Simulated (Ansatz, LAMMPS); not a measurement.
# Glassy B2O3 (290 atoms): geometry optimisation, part 3 of 3

Wanted: the relaxed structure of glassy B2O3 (290 atoms) and its electronic structure.

Ansatz 0.2.0; Kohn-Sham DFT, PBE, PAW (set soft_2), plane waves.

The cell: 116 B and 174 O. The quench rate of 100 K/ps is orders of magnitude faster than experiment. The network of bonds at the start is that of the classical potential that made the cell. Only the Γ point is sampled, in a cell whose shortest periodic width is 15 Å.

So far, density (g/cm³): step 5 (structure statistics after relaxation) 2.03.

## (6) Single point at the relaxed geometry

The electronic structure is read at the final geometry, in a run of its own.

input.yaml reads:

```yaml
crystal:
  lattice:
    - [14.8928, 0.0, 0.0]
    - [0.0, 14.8928, 0.0]
    - [0.0, 0.0, 14.8928]
  atoms:
    - { symbol: B, position: [0.09649, 0.09013, 0.64043] }
    - { symbol: B, position: [0.93981, 0.21002, 0.47505] }
    - { symbol: B, position: [0.75902, 0.29002, 0.13049] }
    - { symbol: B, position: [0.36204, 0.08911, 0.72855] }
    - { symbol: B, position: [0.88805, 0.28035, 0.84925] }
    - { symbol: B, position: [0.66246, 0.74427, 0.33603] }
    - { symbol: B, position: [0.42277, 0.8098, 0.81699] }
    - { symbol: B, position: [0.48745, 0.01998, 0.50162] }
    - { symbol: B, position: [0.19248, 0.48155, 0.31585] }
    - { symbol: B, position: [0.011, 0.53758, 0.46418] }
    - { symbol: B, position: [0.81664, 0.68303, 0.97308] }
    - { symbol: B, position: [0.82704, 0.81758, 0.48285] }
    - { symbol: B, position: [0.80944, 0.48, 0.63736] }
    - { symbol: B, position: [0.54547, 0.61595, 0.96555] }
    - { symbol: B, position: [0.80727, 0.26608, 0.55278] }
    - { symbol: B, position: [0.52283, 0.75787, 0.44076] }
    - { symbol: B, position: [0.44075, 0.50478, 0.58699] }
    - { symbol: B, position: [0.51158, 0.48678, 0.80896] }
    - { symbol: B, position: [0.24597, 0.78914, 0.17231] }
    - { symbol: B, position: [0.54524, 0.44743, 0.02671] }
    - { symbol: B, position: [0.11489, 0.96051, 0.82289] }
    - { symbol: B, position: [0.428, 0.22185, 0.14078] }
    - { symbol: B, position: [0.10326, 0.56883, 0.77864] }
    - { symbol: B, position: [0.15779, 0.82714, 0.0226] }
    - { symbol: B, position: [0.9863, 0.85679, 0.03584] }
    - { symbol: B, position: [0.4558, 0.19953, 0.65169] }
    - { symbol: B, position: [0.71139, 0.326, 0.68119] }
    - { symbol: B, position: [0.25427, 0.64398, 0.79971] }
    - { symbol: B, position: [0.69923, 0.775, 0.74881] }
    - { symbol: B, position: [0.91007, 0.13861, 0.91481] }
    - { symbol: B, position: [0.68859, 0.44491, 0.80523] }
    - { symbol: B, position: [0.24089, 0.60893, 0.02323] }
    [... 252 atom lines left out ...]
    - { symbol: O, position: [0.19117, 0.00294, 0.11376] }
    - { symbol: O, position: [0.89406, 0.00935, 0.76404] }
    - { symbol: O, position: [0.07688, 0.51032, 0.52114] }
    - { symbol: O, position: [0.60013, 0.05975, 0.10486] }
    - { symbol: O, position: [0.00515, 0.6675, 0.97103] }
    - { symbol: O, position: [0.07209, 0.85677, 0.00321] }
kpoints:
  mp_grid: { grid: [1, 1, 1] }
hamiltonian:
  xc: pbe
scf:
  occupations: { method: fixed }
output:
  forces: true
  stress: true
  populations: true
  dos:
    method: { smearing: { sigma: 0.08 } }
    de: 0.1
    projected: { site_lists: { B: [B], O: [O] } }
  eigenvalues: true
  write_density: true
  write_potential: true
  volumetric_format: npy
```

On the command line:

```sh
> ansatz run input.yaml --threads 8 --pin off --max-ram 15872MiB --backend cpu --events-out ev --progress --plain --runs-dir out
```

Numbers of over 12 decimals in the logs are rounded to 6 here.

Log:

```text
[...]
Crystal: 290 atoms, lattice volume = 3303.156 Å³
Basis set: ecut = 420 eV, 64493 PW (Γ), exchange–correlation on 200×200×200 points (8 copies of the dense FFT grid, shifted against one another)
Bands: 986, of which v1, the nominal top of the filled ones, is band 696 counted from 1 (695 counted from 0)
Symmetry: 1 space group operations
[...]
k-points: 1
[...]
SCF iter   1: F=—  HF=-117060.150213 eV  |F-HF|=—  |Δ(HF+E_count)|=         —  Δρ=3.74e-3  dr2=4.02e-1  ethr=1.77e-3  ⟨swp⟩=5.0  Hψ=3390  notcnv=0  defer=284
[...]
SCF iter   9: F=-117060.191328 eV  HF=-117060.191328 eV  |F-HF|=2.52e-8  |Δ(HF+E_count)|=   9.93e-8  Δρ=8.98e-7  dr2=3.00e-8  ethr=7.18e-12  ⟨swp⟩=27.0  Hψ=9115  notcnv=0
SCF 1 converged in 9 iterations: F = -117060.191328 eV  dr2 = 3.00e-8
[...]
WARN: The input density's exchange-correlation potential varies sharply where the density is thin. Do not read a vacuum level from v_tot or v_xc, or from such a field of the output density. On a cell that repeats whose density bears no net charge and no dipole along the vacuum's axis use v_es (v_loc + v_h of the components); [...]
SCF converged after 9 iterations
Free energy (F): -117060.191328 eV
[...]
Internal energy: -117060.191328 eV  (E = F + TS)
E sigma→0 (E₀):  -117060.191328 eV
Fermi energy:    1.945100 eV
[...]
--- Forces (eV/Å), atoms counted from 1 ---
  atom   1  B     -0.00121231     0.00441451    -0.00081732
  atom   2  B      0.00095541    -0.00294019    -0.00718738
  atom   3  B     -0.00077643    -0.00292018    -0.00145326
  atom   4  B      0.00303734     0.00590854     0.00254837
  atom   5  B      0.00446634     0.00301901    -0.00340861
  atom   6  B     -0.00256824     0.00234088    -0.00872161
  atom   7  B     -0.00394753     0.00293511    -0.00670326
  atom   8  B      0.00383722     0.00700903     0.00314475
  atom   9  B     -0.00375027    -0.00534340    -0.00285771
  atom  10  B      0.00073634     0.00192343     0.01102480
  atom  11  B      0.00160633    -0.00032112     0.00104404
  atom  12  B     -0.00483561    -0.00768872    -0.00509782
  atom  13  B     -0.00142123     0.00688653     0.00212451
  atom  14  B     -0.00501528     0.00392222     0.00105617
[...]
atom 289  O     -0.00019138     0.00391434    -0.00238686
  atom 290  O     -0.00763525     0.00522121    -0.00192567
  max |Σ_I F_I| component: 5.24e-5 eV/Å
--- Stress (GPa, compression-positive) ---
       -0.052615       0.240068       0.222702
        0.240065       1.197867      -0.049432
        0.222722      -0.049428       0.638681
  P = ⅓ Tr σ = 0.5946 GPa (5.946 kbar)
--- Band table (eV) ---
[...]
--- Löwdin populations: 290 sites ---
  site symbol       q [e]
     0      B      2.3425
     1      B      2.3034
     2      B      2.2937
[...]
289      O      6.3738
  spilling = 0.009520 (of n_electrons = 1392.000000)
```

Elapsed: 1.8 min, on 8 threads of Arm Neoverse V2, shared host; peak memory 6.9 GiB.

The program notes that the exchange-correlation potential is rough where the density is thin.

Read from the output:

```yaml
free_energy: -117060.1913 eV
free_energy_per_atom: -403.6558 eV/atom
scf_cycles: 9
pressure: 0.5946 GPa
r_m_s_force_component: 0.00484 eV/Å
longest_force: 0.03287 eV/Å
fermi_energy: 1.945 eV
spacing_of_highest_filled_and_lowest_empty_level: 4.385 eV
spilling_of_the_projection: 0.00952
```

Löwdin charges by element and coordination (they lack the spilled electrons, 0.046 e an atom on average):

```
element  coordination  atoms  mean charge (e)  spread   least    most
      B           all    116            0.678  0.0152   0.621   0.708
      B             3    115            0.679  0.0143   0.632   0.708
      B             4      1            0.621       0   0.621   0.621
      O           all    174           -0.376  0.0158  -0.414  -0.293
      O             2    173           -0.376  0.0145  -0.414  -0.334
      O             3      1           -0.293       0  -0.293  -0.293
```

Density of states as counts of states in windows of 1 eV (from the Fermi level), total and the larger projections:

```
from (eV)  to (eV)  total    O p   B p
      -10       -9   72.9   52.2   6.3
       -9       -8   82.9   57.6  14.9
       -8       -7  113.7   77.4  30.4
       -7       -6   55.8   38.4  15.4
       -6       -5   48.0   32.3  13.4
       -5       -4  105.4   76.8  23.4
       -4       -3  133.8  109.7  17.2
       -3       -2  190.6  175.4   8.4
       -2       -1  193.8  186.3   3.1
       -1        0   21.6   20.8   0.4
        0        1    1.2    1.2   0.0
        1        4    0.0    0.0   0.0
        4        5   12.6    1.7   9.6
```

The curve was stored every 0.10 eV, coarse against its broadening of 0.08 eV, so these counts are rough.

With fixed occupations the program's Fermi level is the highest filled level; weight inside the gap is the broadening of levels at its edges.

Between -23 and -10 eV lie 372 more states.

The levels nearest the highest filled one (over half full), pooled over k-points and spins:

```
level less the highest filled one (eV)  occupation
                                -0.835           2
                                -0.788           2
                                -0.749           2
                                -0.517           2
                                -0.312           2
                                     0           2
                                  4.38           0
                                  4.56           0
                                  4.84           0
                                  4.88           0
                                  4.90           0
                                  4.96           0
```

Electrostatic potential energy in the ac plane at fractional y = 0.009, with atoms of B and O within 0.2 Å of it. With pseudopotentials it is smooth inside the atoms' cores, unlike the true potential.

Ten even steps from '0' (-39 eV) to '9' (9 eV), each cell a mean:
```
9999999999999999999999999999999999999999999
9965799999999999999999999999999999999999999
9600179999999999999999999999899999999999999
9853467866899999999999999975468778756899999
9998767510499999999999998641024002413534899
9999989865777767899999983015677335767200388
7899999998766100699999997679999999999854113
7899999999888534899999999999999999999986101
8999865799999999999999999999999999999998667
9999500288999999999999999998888999999999989
9999854212689999999865776574125899999999999
9999987201589999998600066673015899999999988
8999998635899999998743478987677899999888876
9999999756899999999988899999999999998755788
9999999874367899999999999987899999997214899
9999999863222489999999999841379999997215899
9999999988876799999998999852478999999989999
9999899999999999999877899875579999999999999
9998768999999999998524789988899999999999999
9885001789999999998525899999999999999999888
8655213202688899999988889888889999999999988
9878888311422589999999999765336534898999999
9999999987400389999999999872003413787899999
9999999999865789999999999987557888988899999
```
Columns run along a (14.9 Å; values clipped at the 3rd and 97th percentile), rows up along c (14.9 Å). Atoms in or near the plane, at fractional coordinates: B at (0.49, 0.50), B at (0.66, 0.06), B at (0.27, 0.06), B at (0.11, 0.16), B at (0.19, 0.52), B at (0.66, 0.52), B at (0.95, 0.69), O at (0.74, 0.79), O at (0.33, 0.71), O at (0.07, 0.88), O at (0.13, 0.59), O at (0.19, 0.11), O at (0.89, 0.76).

Valence density in the ac plane at fractional y = 0.009, with atoms of B and O within 0.2 Å of it. It is the smooth field of the valence electrons, not physical close to the nuclei.

Values in e/Å³, 13 rows by 16 columns, each cell a mean:
```
0.2 0.5 0.1 0.0 0.2 0.1 0.0 0.0 0.0 0.0 0.1 0.0 0.0 0.1 0.0 0.0
1.3 3.4 0.4 0.3 0.1 0.0 0.0 0.0 0.0 0.1 0.2 0.2 0.2 0.1 0.1 0.0
0.1 0.3 0.7 2.8 0.4 0.1 0.0 0.0 0.2 1.8 0.8 2.4 2.5 0.8 2.7 0.4
0.3 0.1 0.1 0.3 0.9 3.7 0.5 0.0 0.3 1.7 0.4 0.3 0.3 0.4 1.9 0.7
0.2 0.5 1.3 0.1 0.2 0.7 0.1 0.0 0.0 0.0 0.1 0.1 0.0 0.0 0.3 0.7
0.1 0.8 2.7 0.5 0.1 0.0 0.0 0.2 0.4 0.9 0.5 0.5 0.1 0.0 0.1 0.2
0.3 0.1 0.5 1.0 0.1 0.0 0.2 0.6 0.6 0.8 0.5 0.5 0.1 0.0 0.2 0.7
0.1 0.0 0.4 1.0 0.3 0.1 0.1 0.1 0.1 0.1 0.3 0.2 0.1 0.5 1.3 0.4
0.0 0.0 0.1 0.4 1.9 0.6 0.0 0.0 0.0 0.8 2.3 0.2 0.0 1.0 2.0 0.2
0.1 0.3 0.2 0.1 0.2 0.1 0.1 0.5 0.3 0.2 0.5 0.2 0.1 0.0 0.1 0.1
0.4 0.7 0.6 0.6 0.1 0.0 0.2 2.0 0.6 0.1 0.1 0.1 0.0 0.0 0.1 0.1
0.9 0.7 1.4 3.4 0.5 0.2 0.0 0.1 0.2 0.7 0.6 0.9 1.4 0.2 0.1 0.1
0.0 0.0 0.1 0.3 0.8 0.4 0.0 0.1 0.1 0.2 0.5 1.0 1.3 0.2 0.1 0.0
```
Columns run along a (14.9 Å), rows up along c (14.9 Å). Atoms in or near the plane, at fractional coordinates: B at (0.49, 0.50), B at (0.66, 0.06), B at (0.27, 0.06), B at (0.11, 0.16), B at (0.19, 0.52), B at (0.66, 0.52), B at (0.95, 0.69), O at (0.74, 0.79), O at (0.33, 0.71), O at (0.07, 0.88), O at (0.13, 0.59), O at (0.19, 0.11), O at (0.89, 0.76).

Mean Löwdin charges: B +0.68, O -0.38 e (they miss 0.95 % of the electrons, so they add up to more than the cell's charge). The largest share in the top eV of filled states is O p (97 % of the projected weight), and in the lowest eV of empty states B p (79 % of the projected weight).

A closer look about O247, which has 3 bonded neighbours where the commonest count for O is 2: 10 atoms, nearest first, numbered in the order of the input, with positions taken from that point.

```
atom      x      y      z  distance (Å)  bonds  Löwdin charge (e)
O247   0.00   0.00   0.00          0.00      3              -0.29
 B47   1.28  -0.16   0.75          1.49      3               0.70
 B95  -1.21  -0.87  -0.06          1.49      3               0.69
 B91   0.02   0.71  -1.36          1.53      3               0.68
O126   1.12   0.34  -2.03          2.34      2              -0.37
O235  -1.55  -1.19  -1.32          2.36      2              -0.37
O204   2.14   0.86   0.56          2.37      2              -0.38
O208   1.41  -1.28   1.48          2.41      2              -0.36
O256  -1.03   1.48  -1.61          2.42      2              -0.33
O281  -1.82  -1.16   1.09          2.42      2              -0.34
```

The column of bonds counts only the pairs O-B within 1.82 Å; other neighbours, such as metal atoms beside each other in a compound, aren't counted, and periodic images can show an atom twice.

## (7) With hamiltonian.xc = "revpbe"

This functional strengthens the gradient correction of exchange, which tends to weaken binding against PBE. Changed here: hamiltonian.xc = "revpbe".

This step: Kohn-Sham DFT, revPBE, PAW (set soft_2), plane waves (Ansatz 0.2.0).

input.yaml reads:

```yaml
crystal:
  lattice:
    - [14.8928, 0.0, 0.0]
    - [0.0, 14.8928, 0.0]
    - [0.0, 0.0, 14.8928]
  atoms:
    [... the 290 atom lines of step 3 ...]
kpoints:
  mp_grid: { grid: [1, 1, 1] }
hamiltonian:
  xc: revpbe
scf:
  occupations: { method: fixed }
output:
  forces: true
  stress: true
  populations: true
  dos:
    method: { smearing: { sigma: 0.1 } }
    de: 0.1
    projected: { site_lists: { B: [B], O: [O] } }
  eigenvalues: true
```

Log:

```text
[...]
Crystal: 290 atoms, lattice volume = 3303.156 Å³
Basis set: ecut = 420 eV, 64493 PW (Γ), exchange–correlation on 200×200×200 points (8 copies of the dense FFT grid, shifted against one another)
Bands: 986, of which v1, the nominal top of the filled ones, is band 696 counted from 1 (695 counted from 0)
Symmetry: 1 space group operations
[...]
k-points: 1
[...]
SCF iter   1: F=—  HF=-117340.701886 eV  |F-HF|=—  |Δ(HF+E_count)|=         —  Δρ=4.45e-3  dr2=6.63e-1  ethr=1.77e-3  ⟨swp⟩=5.0  Hψ=3445  notcnv=0  defer=288
[...]
SCF iter   9: F=-117340.723778 eV  HF=-117340.723778 eV  |F-HF|=8.03e-8  |Δ(HF+E_count)|=   3.44e-7  Δρ=1.40e-6  dr2=6.79e-8  ethr=7.18e-12  ⟨swp⟩=18.0  Hψ=7014  notcnv=0
SCF 1 converged in 9 iterations: F = -117340.723778 eV  dr2 = 6.79e-8
[...]
SCF converged after 9 iterations
Free energy (F): -117340.723778 eV
[...]
Internal energy: -117340.723778 eV  (E = F + TS)
E sigma→0 (E₀):  -117340.723778 eV
Fermi energy:    3.039153 eV
[...]
--- Forces (eV/Å), atoms counted from 1 ---
  atom   1  B      1.38478887    -0.96061357    -0.79127752
  atom   2  B     -0.73481184     1.42286961     1.39593517
  atom   3  B     -2.37244823    -1.10798736    -0.18348209
  atom   4  B     -1.71501296     0.30765908     0.85193322
  atom   5  B      0.33135659    -0.21647355    -2.56235419
  atom   6  B      0.13336957     0.13339128     1.46670818
  atom   7  B     -1.39822486    -0.43755467    -1.16760554
  atom   8  B      0.53680728    -1.43374306     0.52908239
  atom   9  B     -0.19554853     1.21914103     1.16158748
  atom  10  B      0.08851137     0.15215842    -1.77256828
  atom  11  B      0.55008816     0.32401206     0.91662546
  atom  12  B      1.11943714     0.26801688    -1.27298490
  atom  13  B     -2.31733324    -1.02445234    -0.40665184
  atom  14  B     -1.66409540     0.96997529     2.27982210
[...]
atom 289  O     -0.83967092    -0.21828480     0.45820727
  atom 290  O      0.03601372     0.29795296    -0.46012089
  max |Σ_I F_I| component: 4.50e-5 eV/Å
--- Stress (GPa, compression-positive) ---
       -9.021408       0.178547       0.389382
        0.178541      -6.178587       1.018078
        0.389389       1.018076      -6.849150
  P = ⅓ Tr σ = -7.3497 GPa (-73.497 kbar)
--- Band table (eV) ---
[...]
--- Löwdin populations: 290 sites ---
  site symbol       q [e]
     0      B      2.3051
     1      B      2.3131
     2      B      2.2802
[...]
289      O      6.4007
  spilling = 0.008917 (of n_electrons = 1392.000000)
```

Elapsed: 1.8 min, on 8 threads; peak memory 6.9 GiB; 14 min of CPU time.

Geometry and reference: those of the single point at the start.

Forces differ from those of the single point at the start by 43 meV/Å r.m.s., 4.4 % of their size; the pressure by +2.5 GPa and the gap by +0.048 eV. It took 0.99 times the reference's time (shared host, so rough).

## (8) Results

```
energy change in the relaxation                  : -128.6 meV/atom
r.m.s. displacement                              : 0.748 Å
largest displacement                             : 2.088 Å
free energy per atom                             : -403.6558 eV/atom
pressure                                         : 0.5946 GPa
r.m.s. force component                           : 0.00484 eV/Å
gap (highest filled to lowest empty level) : 4.385 eV
wall time of the 4 DFT runs                      : 22 min
```

**Reading.** Relaxation lowers the energy by 129 meV/atom and moves atoms by 0.75 Å r.m.s.; the r.m.s. force component goes from 0.99 to 0.0048 eV/Å, the pressure goes from -9.8 to 0.59 GPa, and the gap from 2.20 to 4.38 eV. By the final cutoffs no bond was broken or made. First to last step the energy falls by 37.306 eV; the largest move, 2.09 Å, is that of O159. The O-B bonds go from 1.403 Å (spread 0.024) to 1.375 Å (spread 0.021). With the cutoffs above, 99 % of B atoms have 3 and 99 % of O atoms have 2 bonded neighbours. 99 % of the oxygens bridge two formers (B) and 0 % are non-bridging; 1 % join three. Between filled and empty levels lie 4.38 eV (at Γ alone); a semilocal functional tends to put such gaps too low. In a disordered cell it changes from sample to sample, and tail or defect levels can set it.

Caveats: The network of bonds at the start is that of the classical potential that made the cell; in DFT atoms moved by 0.75 Å r.m.s.

Calculation beside experiment:

```
            quantity  measured  this cell  difference  method of the measurement
nearest B–O distance    1.35 Å     1.38 Å      +1.9 %  in situ X-ray diffraction
```

The cell differs from the measured distances by up to 1.9 %. Distances of this cell are positions of the first main peak of g(r), or bond means where the peak is narrow; means over all bonds within a cutoff lie farther out for broad shells. The network comes from the model that made the cell; in DFT atoms moved by 0.75 Å r.m.s.

[Logs are printed without paths, hosts, clocks, repeated set-up lines and the standing remarks that a program may print on its own settings, such as how far it seeks lower states.]

[Hosts, paths, dates, database ids (printed as entryN), source tags and the programs' standing remarks are cut or masked in the printed files.]
